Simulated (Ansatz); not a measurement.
**Quasi-harmonic thermodynamics of TePb (Fm-3m)**

Wanted: α(T), C_P(T) and B(T) of TePb in the quasi-harmonic approximation.

Program: Ansatz 0.2.0. Level of theory: DFT RPBE, scalar-relativistic, plane waves, PAW. Results are calculated unless marked as measured.

### 1. The starting structure

Symmetry: Fm-3m, No. 225, cubic system. The conventional cell has a = 6.462 Å, b = 6.462 Å, c = 6.462 Å, α = 90.00°, β = 90.00°, γ = 90.00°. Nearest to Te lie 6 Pb at 3.23 Å. Nearest to Pb lie 6 Te at 3.23 Å. Farther neighbours and most contacts between anions are not listed.

Coordinates:

```cif
data_structure
_symmetry_space_group_name_H-M 'Fm-3m'
_symmetry_Int_Tables_number 225
_cell_length_a 6.4620
_cell_length_b 6.4620
_cell_length_c 6.4620
_cell_angle_alpha 90.000
_cell_angle_beta 90.000
_cell_angle_gamma 90.000
_cell_volume 269.84
loop_
_atom_site_label
_atom_site_type_symbol
_atom_site_symmetry_multiplicity
_atom_site_Wyckoff_symbol
_atom_site_fract_x
_atom_site_fract_y
_atom_site_fract_z
_atom_site_occupancy
Te1 Te 4 b 0.50000 0.00000 0.00000 1
Pb1 Pb 4 a 0.00000 0.00000 0.00000 1
```

### 2. Probe on a coarse mesh

A cheap single point shows whether the cell is a metal or an insulator and how far it is from rest; that sets the k-mesh and the occupations of what follows.

File input.yaml:

```yaml
crystal:
  lattice:
    - [0.0, 3.231, 3.231]
    - [3.231, 0.0, 3.231]
    - [3.231, 3.231, 0.0]
  atoms:
    - { symbol: Te, position: [0.5, 0.5, 0.5] }
    - { symbol: Pb, position: [0.0, 0.0, 0.0] }
kpoints:
  mp_grid: { grid: [6, 6, 6] }
hamiltonian:
  xc: rpbe
scf:
  occupations: { method: gaussian, width: 0.1 }
output:
  forces: true
  stress: true
  eigenvalues: true
```

Launch:

```console
> ansatz run input.yaml --threads 2 --pin off --max-ram 5120MiB --backend cpu --events-out ev --progress --plain --runs-dir out
```

Numbers of over 12 decimals in the logs are rounded to 6 here.

Log:

```text
Engine: ansatz 0.2.0, aarch64-unknown-linux-gnu
Pseudopotentials: kind: paw
Pseudopotential: Te, paw, valence charge 16, recommended cutoff 420 eV (normal), Te.paw.azcp
Pseudopotential: Pb, paw, valence charge 14, recommended cutoff 420 eV (normal), Pb.paw.azcp
Functional definition: RPBE
  parameter kappa = 0.804
  parameter beta = 0.066725
  exchange = rpbe_x(kappa = kappa, mu = beta*pi^2/3)
  correlation = pbe_c(beta = beta)
Crystal: 2 atoms, lattice volume = 67.459 Å³
Basis set: ecut = 420 eV, 1363 PW (Γ), exchange–correlation on 64×64×64 points (8 copies of the dense FFT grid, shifted against one another)
Bands: 19, of which v1, the nominal top of the filled ones, is band 15 counted from 1 (14 counted from 0)
Symmetry: 48 space group operations
Space group: Fm-3m (ITA 225), of the structure as read, at distance tolerance 4.1e-5 Å
k-points: 16 of 216
Non-local potential: Te, projectors of the file, l = 0: 2, l = 1: 2, l = 2: 2, l = 3: 2
Non-local potential: Pb, projectors of the file, l = 0: 2, l = 1: 2, l = 2: 2, l = 3: 2
PAW form: soft (Blöchl's): semilocal exchange-correlation on the pseudo side does not see the compensation charge
PAW frozen core: Te, regenerated for the run's functional, and the local potential with it (the file was generated under x = pbe(κ = 0.804, μ = 0.219515), c = pbe(β = 0.066725))
PAW frozen core: Pb, regenerated for the run's functional, and the local potential with it (the file was generated under x = pbe(κ = 0.804, μ = 0.219515), c = pbe(β = 0.066725))
PAW one-centre angular grid: Te, 590 points (default); XC on 64 Gauss nodes
PAW one-centre angular grid: Pb, 590 points (default); XC on 64 Gauss nodes
Initial density: superposition of atomic densities (neutral atoms: chi_scale 0, normalization atom), corrected by the library's trained network
Initial wavefunctions: pseudopotential atomic-orbital guess
Functional: x = rpbe, c = pbe(β = 0.066725)
SCF iter   1: F=—  HF=-18911.288096 eV  |F-HF|=—  |Δ(HF+E_count)|=         —  Δρ=1.92e-3  dr2=2.07e-3  ethr=1.77e-3  ⟨swp⟩=6.4  Hψ=1559  notcnv=0
preconditioner: auto → none  [insulator: Δε(μ)=0.796 eV  Ē_g=14.817 eV  σ=0.100 eV  W_gap=1.00  n_scr=14 (ndim 8)  ℏωp=20.2 eV  f_vac=0.014  D(μ)=0.00/eV (n_scr^D=0)  ε∞_Penn≈2.9]
SCF iter   2: F=—  HF=-18911.285901 eV  |F-HF|=—  |Δ(HF+E_count)|=   2.19e-3  Δρ=6.12e-4  dr2=1.46e-4  ethr=6.89e-6  ⟨swp⟩=2.2  Hψ=684  notcnv=0
SCF iter   3: F=—  HF=-18911.285992 eV  |F-HF|=—  |Δ(HF+E_count)|=   9.13e-5  Δρ=3.20e-4  dr2=3.71e-5  ethr=4.87e-7  ⟨swp⟩=3.0  Hψ=553  notcnv=0
SCF iter   4: F=—  HF=-18911.286045 eV  |F-HF|=—  |Δ(HF+E_count)|=   5.29e-5  Δρ=4.72e-5  dr2=3.81e-6  ethr=1.24e-7  ⟨swp⟩=2.0  Hψ=384  notcnv=0
SCF iter   5: F=—  HF=-18911.286044 eV  |F-HF|=—  |Δ(HF+E_count)|=   1.22e-6  Δρ=1.52e-5  dr2=1.86e-7  ethr=1.27e-8  ⟨swp⟩=2.1  Hψ=433  notcnv=0
SCF iter   6: F=-18911.286044 eV  HF=-18911.286044 eV  |F-HF|=1.84e-8  |Δ(HF+E_count)|=   1.68e-7  Δρ=4.53e-6  dr2=2.21e-8  ethr=3.33e-10  ⟨swp⟩=6.8  Hψ=1513  notcnv=0
SCF 1 converged in 6 iterations: F = -18911.286044 eV  dr2 = 2.21e-8
  greatest PAW one-centre occupation: 0.997 electrons in one spin orbital (limit 2), on the Te atom at site 0 (counted from 0), in its partial waves of l = 2
SCF converged after 6 iterations
Free energy (F): -18911.286044 eV
Harris-Foulkes:  -18911.286044 eV  (|F-HF|=1.84e-8)
Internal energy: -18911.286044 eV  (E = F + TS)
E sigma→0 (E₀):  -18911.286044 eV
Fermi energy:    9.227219 eV
--- Per-component energies (eV) ---
  E_band       = -313.655196
  E_kinetic    = 468.083952
  E_local      = -2384.844012  (includes V_loc(G=0)·N_el)
  E_nonlocal   = 38.650969
  E_hartree    = 1256.283027
  E_xc         = -346.113109
  E_vxc        = -236.699958  (∫ρ·V_xc dr)
  E_paw        = -15090.466658  (= ΣΔE_a)
  E_vpaw       = -711.418105  (= ΣTr[D̂ρ^β])
  E_aug_tail   = -0.000140  (compensation charges beyond the density's cutoff)
  E_ewald      = -2852.919164
  E_core_change = 0.039091  (= ΣΔE_core)
  E_smearing   = -0.000000  (= −TS)
  E_closure    = -0.000000  (closes the sum)
  Σ components = -18911.286044   (vs F -18911.286044, Δ=0.00e0)
--- Forces (eV/Å), atoms counted from 1 ---
  atom   1  Te     0.00000000    -0.00000000     0.00000000
  atom   2  Pb    -0.00000000     0.00000000    -0.00000000
  max |Σ_I F_I| component: 3.25e-29 eV/Å
--- Stress (GPa, compression-positive) ---
        3.671587      -0.000000      -0.000000
        0.000000       3.671587      -0.000000
        0.000000      -0.000000       3.671587
  P = ⅓ Tr σ = 3.6716 GPa (36.716 kbar)
--- Band table (eV; the first three rows and the last of 16) ---
  k-point 0: bands = [... 11 lower, 3.2697, 7.4611, 7.4611, 7.4611, 12.9363, 12.9363, 12.9363, 14.6586]
  k-point 1: bands = [... 11 lower, 2.5322, 7.5325, 7.5325, 7.8630, 11.7703, 11.9928, 11.9928, 14.5484]
  k-point 2: bands = [... 11 lower, 1.1277, 7.7439, 7.7439, 8.4541, 10.3398, 10.7014, 10.7014, 15.5086]
  k-point 15: bands = [... 11 lower, 1.0304, 4.6701, 5.4827, 7.5622, 11.6506, 13.1989, 14.8536, 14.9000]
```

Wall time 1.4 s (2 threads of Arm Neoverse V1, shared host); peak memory 0.32 GiB.

This step gave:

```
pressure          : 3.672 GPa
gap on the k-mesh : 0.7943 eV
volume per atom   : 33.73 Å³
```

The start is under 3.7 GPa at this level and looks like an insulator or semiconductor on this mesh.

### 3. Finding the static equilibrium

The vibrations must be taken about the equilibrium of this functional, not about the starting cell, so the structure is relaxed.

input.yaml, the sections that differ from step 2:

```yaml
kpoints:
  mp_grid: { grid: [8, 8, 8] }
scf:
  occupations: { method: gaussian, width: 0.02 }
output:
  forces: true
  stress: true
  eigenvalues: true
  write_density: true
  write_potential: true
  elf: true
  volumetric_format: npy
relax:
  adjacent_minimum: "off"
  f_tol: 0.005
  max_steps: 80
  cell: { stress_tol: 0.05 }
# crystal, hamiltonian: as in step 2
```

Log:

```text
[...]
Crystal: 2 atoms, lattice volume = 67.459 Å³
Basis set: ecut = 420 eV, 1363 PW (Γ), exchange–correlation on 64×64×64 points (8 copies of the dense FFT grid, shifted against one another)
Bands: 19, of which v1, the nominal top of the filled ones, is band 15 counted from 1 (14 counted from 0)
Symmetry: 48 space group operations
[...]
k-points: 29 of 512
[...]
SCF iter   1: F=—  HF=-18911.287539 eV  |F-HF|=—  |Δ(HF+E_count)|=         —  Δρ=1.93e-3  dr2=2.08e-3  ethr=1.77e-3  ⟨swp⟩=6.8  Hψ=2930  notcnv=0
[...]
SCF iter   6: F=-18911.285359 eV  HF=-18911.285359 eV  |F-HF|=1.25e-8  |Δ(HF+E_count)|=   1.49e-7  Δρ=3.94e-6  dr2=1.73e-8  ethr=3.33e-10  ⟨swp⟩=10.5  Hψ=4345  notcnv=0
SCF 1 converged in 6 iterations: F = -18911.285359 eV  dr2 = 1.73e-8
[...]
relax step   1: F+E_penalty+E_count = -18911.28535899 eV  Δ(F+E_penalty+E_count) = +0.000e0 eV  max|allowed force component| = 2.334e-29 eV/Å  Δτ_max = 0.0000 Å  P = +3.663 GPa  Ω = 67.459 Å³  (6 SCF iters, dr2 threshold 1.00e-7 eV, accepted)
Crystal: 2 atoms, lattice volume = 75.119 Å³
Basis set: ecut = 420 eV, 1459 PW (Γ), exchange–correlation on 64×64×64 points (8 copies of the dense FFT grid, shifted against one another)
[...]
iter 1 solved again at ethr=9.88e-6 eV; its pass at ethr=3.10e-3 eV (dr2=2.96e-3 eV) is discarded
[...]
SCF iter   5: F=-18911.347298 eV  HF=-18911.347298 eV  |F-HF|=1.54e-7  |Δ(HF+E_count)|=   5.04e-6  Δρ=1.22e-5  dr2=1.09e-7  ethr=6.67e-10  ⟨swp⟩=9.1  Hψ=4476  notcnv=0
SCF 2 converged in 5 iterations: F = -18911.347298 eV  dr2 = 1.09e-7
relax step   2: F+E_penalty+E_count = -18911.34729845 eV  Δ(F+E_penalty+E_count) = -6.194e-2 eV  max|allowed force component| = 6.935e-30 eV/Å  Δτ_max = 0.0000 Å  P = -0.620 GPa  Ω = 75.119 Å³  energy of the carried Pulay correction = -9.564e-4 eV  (5 SCF iters, dr2 threshold 2.00e-7 eV, accepted)
Crystal: 2 atoms, lattice volume = 73.905 Å³
[...]
SCF iter   4: F=-18911.350179 eV  HF=-18911.350179 eV  |F-HF|=5.82e-8  |Δ(HF+E_count)|=   1.68e-6  Δρ=7.86e-6  dr2=4.82e-8  ethr=6.67e-10  ⟨swp⟩=8.5  Hψ=4185  notcnv=0
SCF 3 converged in 4 iterations: F = -18911.350179 eV  dr2 = 4.82e-8
relax step   3: F+E_penalty+E_count = -18911.35017868 eV  Δ(F+E_penalty+E_count) = -2.880e-3 eV  max|allowed force component| = 4.497e-29 eV/Å  Δτ_max = 0.0000 Å  P = -0.094 GPa  Ω = 73.905 Å³  energy of the carried Pulay correction = -8.117e-4 eV  (4 SCF iters, dr2 threshold 2.00e-7 eV, accepted)
[...]
relax step   4: F+E_penalty+E_count = -18911.35026575 eV  Δ(F+E_penalty+E_count) = -8.707e-5 eV  max|allowed force component| = 5.160e-30 eV/Å  Δτ_max = 0.0000 Å  P = +0.003 GPa  Ω = 73.692 Å³  energy of the carried Pulay correction = -7.860e-4 eV  (4 SCF iters, dr2 threshold 2.22e-8 eV, accepted)
[...]
SCF iter   6: F=-18911.351004 eV  HF=-18911.351004 eV  |F-HF|=6.18e-11  |Δ(HF+E_count)|=   1.02e-8  Δρ=9.15e-8  dr2=6.91e-12  ethr=1.00e-12  ⟨swp⟩=5.9  Hψ=3076  notcnv=0
SCF 5 converged in 6 iterations: F = -18911.351004 eV  dr2 = 6.91e-12
relax step   5: F+E_penalty+E_count = -18911.35100367 eV  Δ(F+E_penalty+E_count) = -7.379e-4 eV  max|allowed force component| = 8.809e-30 eV/Å  Δτ_max = 0.0000 Å  P = -0.001 GPa  Ω = 73.692 Å³  stress off target by 7.06e-4 GPa  SCF on the basis re-selected at this cell (its energy is not comparable with the rows above)  (6 SCF iters)
basis re-selected at this cell: Δ(F+E_penalty+E_count) = -7.379e-4 eV, ΔP = -0.003 GPa vs the last step (what re-selecting the basis moved, of the pressure what is left beyond the Pulay correction that the steps carried, after the strain that the cell walked since its last selection, with what the two solves' SCF thresholds leave and, on support functions, any second-order correction that the steps lacked; it is no m [...]
SCF converged after 6 iterations
Free energy (F): -18911.351004 eV
[...]
Internal energy: -18911.351004 eV  (E = F + TS)
E sigma→0 (E₀):  -18911.351004 eV
Fermi energy:    7.957781 eV
[...]
--- Stress (GPa, compression-positive) ---
       -0.000706      -0.000000      -0.000000
       -0.000000      -0.000706      -0.000000
       -0.000000       0.000000      -0.000706
  P = ⅓ Tr σ = -0.0007 GPa (-0.007 kbar)
--- Band table (eV; the first three rows and the last of 29) ---
  k-point 0: bands = [... 11 lower, 1.7077, 6.4405, 6.4405, 6.4405, 11.4826, 11.4826, 11.4826, 13.5159]
  k-point 1: bands = [... 11 lower, 1.3819, 6.4763, 6.4763, 6.6052, 10.7879, 10.9638, 10.9638, 13.3979]
  k-point 2: bands = [... 11 lower, 0.6114, 6.5861, 6.5861, 6.9425, 9.6978, 10.0415, 10.0415, 13.6795]
  k-point 28: bands = [... 11 lower, -0.1917, 4.3010, 4.3010, 7.2411, 9.2749, 12.6764, 12.6764, 14.2231]
--- Relaxed structure (4 steps of the walk, 4 accepted, 1 SCFs on fresh bases) ---
  F+E_penalty+E_count = -18911.35100367 eV   max|allowed force component| = 8.809e-30 eV/Å   (the final SCF, on the basis selected at the relaxed cell)
  cell:  # Å, volume = 73.6918 Å³
    - [0, 3.327589, 3.327589]
    - [3.327589, 0, 3.327589]
    - [3.327589, 3.327589, 0]
  atoms:
    - { symbol: Te, position: [0.5, 0.5, 0.5] }
    - { symbol: Pb, position: [0, 0, 0] }
```

Run time: 7.3 s. Hardware: 2 threads; peak memory 0.38 GiB.

The steps of the relaxation:

```csv
step,energy less that of the first step (eV),largest force component (eV/Å),pressure (GPa),volume (Å³)
1,0.0000,0.0000,3.66,67.46
2,-0.0619,0.0000,-0.62,75.12
3,-0.0648,0.0000,-0.09,73.91
4,-0.0649,0.0000,0.00,73.69
5*,-0.0656,0.0000,0.00,73.69
```

Relaxation steps marked * repeat the geometry before them on a plane-wave basis chosen anew for their cell, so energy and pressure can jump there.

The run keeps the 48 symmetry operations that it works with, so distortions that break them were not tested.

```csv
"conventional cell, symmetrised",before,after,change
a (Å),6.462,6.655,+3.0 %
b (Å),6.462,6.655,+3.0 %
c (Å),6.462,6.655,+3.0 %
volume (Å³/atom),33.73,36.85,+9.2 %
```

Final coordinates:

```xyz
2
Lattice="0.0000 3.3276 3.3276 3.3276 0.0000 3.3276 3.3276 3.3276 0.0000" Properties=species:S:1:pos:R:3 pbc="T T T"
Te    3.3276    3.3276    3.3276
Pb    0.0000    0.0000    0.0000
```

Numbers from this step:

```
pressure          : -7.06e-4 GPa
gap on the k-mesh : 0.9655 eV
volume per atom   : 36.85 Å³
```

Valence density in the ac plane of the conventional cell at fractional y = 0.000, with atoms of Te and Pb within 0.2 Å of it. It is the smooth field of the valence electrons, not physical close to the nuclei.

Values in e/Å³, 10 rows by 16 columns, each cell a mean:
```
 5  3  1  0  0  0  1  6  8  3  1  0  0  0  2  4
 1  0  0  0  0  0  0  0  1  0  0  0  0  0  0  1
 0  0  0  0  0  0  0  0  0  0  0  0  0  0  0  0
 1  1  0  0  0  0  0  1  1  1  0  0  0  0  0  1
11  4  1  0  0  0  2  6  7  3  1  0  0  0  2  9
 8  3  1  0  0  0  2  4  5  3  1  0  0  0  1  6
 1  0  0  0  0  0  0  1  1  0  0  0  0  0  0  0
 0  0  0  0  0  0  0  0  0  0  0  0  0  0  0  0
 1  1  0  0  0  0  0  1  1  1  0  0  0  0  0  1
 7  3  1  0  0  0  2  9 11  4  1  0  0  0  2  6
```
Columns run along a (6.7 Å), rows up along c (6.7 Å), edges of the conventional cell, whose origin can differ from the input's. Atoms in or near the plane, at fractional coordinates: Te at (0.50, 0.00), Te at (0.00, 0.50), Pb at (0.00, 0.00), Pb at (0.50, 0.50).

ELF in the ac plane of the conventional cell at fractional y = 0.000, with atoms of Te and Pb within 0.2 Å of it. It is the smooth field of the valence electrons, not physical close to the nuclei.

Ten even steps from '_' (0.01) to '@' (0.65), each cell a mean:
```
__::**++==##@@**::____==%%@@++==++==__
--++**==--##@@%%++====##@@@@==--++**==
**++==--::++@@@@%%%%%%@@@@##--::==++++
==----....::**%%@@@@@@@@##==....::--==
++++==::....::==++++++==--..__..--==++
@@@@%%++::....----====--::....==##@@@@
%%%%@@@@++::--==++**++++--::--##@@@@%%
==**%%@@**--==**++====**++--==@@@@##==
__::##@@##==++**::__..==++==++@@%%==__
....**@@##==++++..____==**==++@@%%==__
..==##@@##--==**--..::++++--++@@%%++::
**##@@@@**::--++**++****==--==%%@@%%**
@@@@@@##--..::--==++++==--..::**@@@@@@
%%##**--..__..::--====--::....::++####
==--::..__..--**######**++::....::--==
++==--::..--##@@@@@@@@@@@@++::..--==++
++**++--::**@@@@##**##%%@@%%==--==****
..==**==--##@@##==..::**%%@@++--++++::
__..++++==%%@@**....__==%%@@++==**--__
```
Columns run along a (6.7 Å), rows up along c (6.7 Å), edges of the conventional cell, whose origin can differ from the input's. Atoms in or near the plane, at fractional coordinates: Te at (0.50, 0.00), Te at (0.00, 0.50), Pb at (0.00, 0.00), Pb at (0.50, 0.50).

Electrostatic potential energy in the ac plane of the conventional cell at fractional y = 0.000, with atoms of Te and Pb within 0.2 Å of it. With pseudopotentials it is smooth inside the atoms' cores, unlike the true potential.

Ten even steps from '_' (-33 eV) to '@' (34 eV), each cell a mean:
```
..__..==****++--%%@@@@++--++**++--__..
____--++****++--==**++--==****++==..__
::--++********++==----==++******++==--
++++************++++++************++++
**************************************
++**************++++++**************++
--==++********++--::--==++******++==--
**==--++****++--______..==******==--++
@@##--++****==..__....__--++**++--++@@
@@%%--==****==____::..__::++**++--**@@
%%**--++****++..________--++**++====%%
----==******++==..__..--++******++----
==++**********++++====++**********++++
**************************************
**************************************
==++++**********++==++++**********++==
__..==++******==--------++******++--..
____..++****++--**%%##====****++--____
::____==****==--%%@@@@**--++**++::__..
```
Columns run along a (6.7 Å; values clipped at the 3rd and 97th percentile), rows up along c (6.7 Å), edges of the conventional cell, whose origin can differ from the input's. Atoms in or near the plane, at fractional coordinates: Te at (0.50, 0.00), Te at (0.00, 0.50), Pb at (0.00, 0.00), Pb at (0.50, 0.50).

The relaxation ends with a pressure of 0.00 GPa.

### 4. A second relaxation

The relaxation is run once more from where the first one ended, as the script does after a large change of volume or of the gap, with mesh and occupations reviewed.

input.yaml, the sections that differ from step 3:

```yaml
crystal:
  lattice:
    - [0.0, 3.3275888524, 3.3275888524]
    - [3.3275888524, 0.0, 3.3275888524]
    - [3.3275888524, 3.3275888524, 0.0]
  atoms:
    - { symbol: Te, position: [0.5, 0.5, 0.5] }
    - { symbol: Pb, position: [0.0, 0.0, 0.0] }
output:
  forces: true
  stress: true
  eigenvalues: true
# kpoints, hamiltonian, scf, relax: as in step 3
```

Log:

```text
[...]
Crystal: 2 atoms, lattice volume = 73.692 Å³
Basis set: ecut = 420 eV, 1459 PW (Γ), exchange–correlation on 64×64×64 points (8 copies of the dense FFT grid, shifted against one another)
Bands: 19, of which v1, the nominal top of the filled ones, is band 15 counted from 1 (14 counted from 0)
Symmetry: 48 space group operations
[...]
k-points: 29 of 512
[...]
k-point 28: bands = [... 11 lower, -0.1917, 4.3010, 4.3010, 7.2411, 9.2749, 12.6764, 12.6764, 14.2231]
--- Relaxed structure (1 steps of the walk, 1 accepted, 1 SCFs on fresh bases) ---
[...]
cell:  # Å, volume = 73.6918 Å³
    - [0.0, 3.3275888524, 3.3275888524]
    - [3.3275888524, 0.0, 3.3275888524]
    - [3.3275888524, 3.3275888524, 0.0]
  atoms:
    - { symbol: Te, position: [0.500000, 0.500000, 0.500000] }
    - { symbol: Pb, position: [0.0, 0.0, 0.0] }
[key lines of the parts left out:]
SCF converged after 5 iterations
Free energy (F): -18911.351004 eV
Fermi energy:    7.957775 eV
P = ⅓ Tr σ = -0.0007 GPa (-0.007 kbar)
```

The job ended after 3.9 s (2 threads; peak memory 0.37 GiB; 6.9 s of CPU time).

Little changed from the start: no atom moved by 0.005 Å and no cell edge by 0.1 %.

This step gave:

- pressure: -6.98e-4 GPa

### 5. Relaxing to small residual forces and stress

The thresholds are tightened for a last relaxation ahead of the phonons, and where mesh or smearing change with them the cell follows.

input.yaml, the sections that differ from step 4:

```yaml
scf:
  occupations: { method: fixed }
relax:
  adjacent_minimum: "off"
  f_tol: 0.001
  max_steps: 60
  cell: { stress_tol: 0.01 }
# crystal, kpoints, hamiltonian, output: as in step 4
```

Log:

```text
[...]
Crystal: 2 atoms, lattice volume = 73.692 Å³
Basis set: ecut = 420 eV, 1459 PW (Γ), exchange–correlation on 64×64×64 points (8 copies of the dense FFT grid, shifted against one another)
Bands: 19, of which v1, the nominal top of the filled ones, is band 15 counted from 1 (14 counted from 0)
Symmetry: 48 space group operations
[...]
k-points: 29 of 512
[...]
k-point 28: bands = [... 11 lower, -0.1917, 4.3010, 4.3010, 7.2411, 9.2749, 12.6764, 12.6764, 14.2231]
--- Relaxed structure (1 steps of the walk, 1 accepted, 1 SCFs on fresh bases) ---
[...]
cell:  # Å, volume = 73.6918 Å³
    - [0.0, 3.3275888524, 3.3275888524]
    - [3.3275888524, 0.0, 3.3275888524]
    - [3.3275888524, 3.3275888524, 0.0]
  atoms:
    - { symbol: Te, position: [0.500000, 0.500000, 0.500000] }
    - { symbol: Pb, position: [0.0, 0.0, 0.0] }
[key lines of the parts left out:]
SCF converged after 6 iterations
Free energy (F): -18911.351004 eV
Fermi energy:    7.475031 eV
P = ⅓ Tr σ = -0.0007 GPa (-0.007 kbar)
```

It took 3.3 s on 2 threads; peak memory 0.37 GiB; 6.3 s of CPU time.

Little changed from the start: no atom moved by 0.005 Å and no cell edge by 0.1 %.

This step gave:

```
pressure : -7.01e-4 GPa
```

The residual pressure is -7.0e-4 GPa, small enough for phonons.

[end of part 1 of 2]

[Logs are printed without paths, hosts, clocks, repeated set-up lines and the standing remarks that a program may print on its own settings, such as how far it seeks lower states.]

[Hosts, paths, dates, database ids (printed as entryN), source tags and the programs' standing remarks are cut or masked in the printed files.]

[A step with changed settings may run another functional than the one named; its input shows which.]
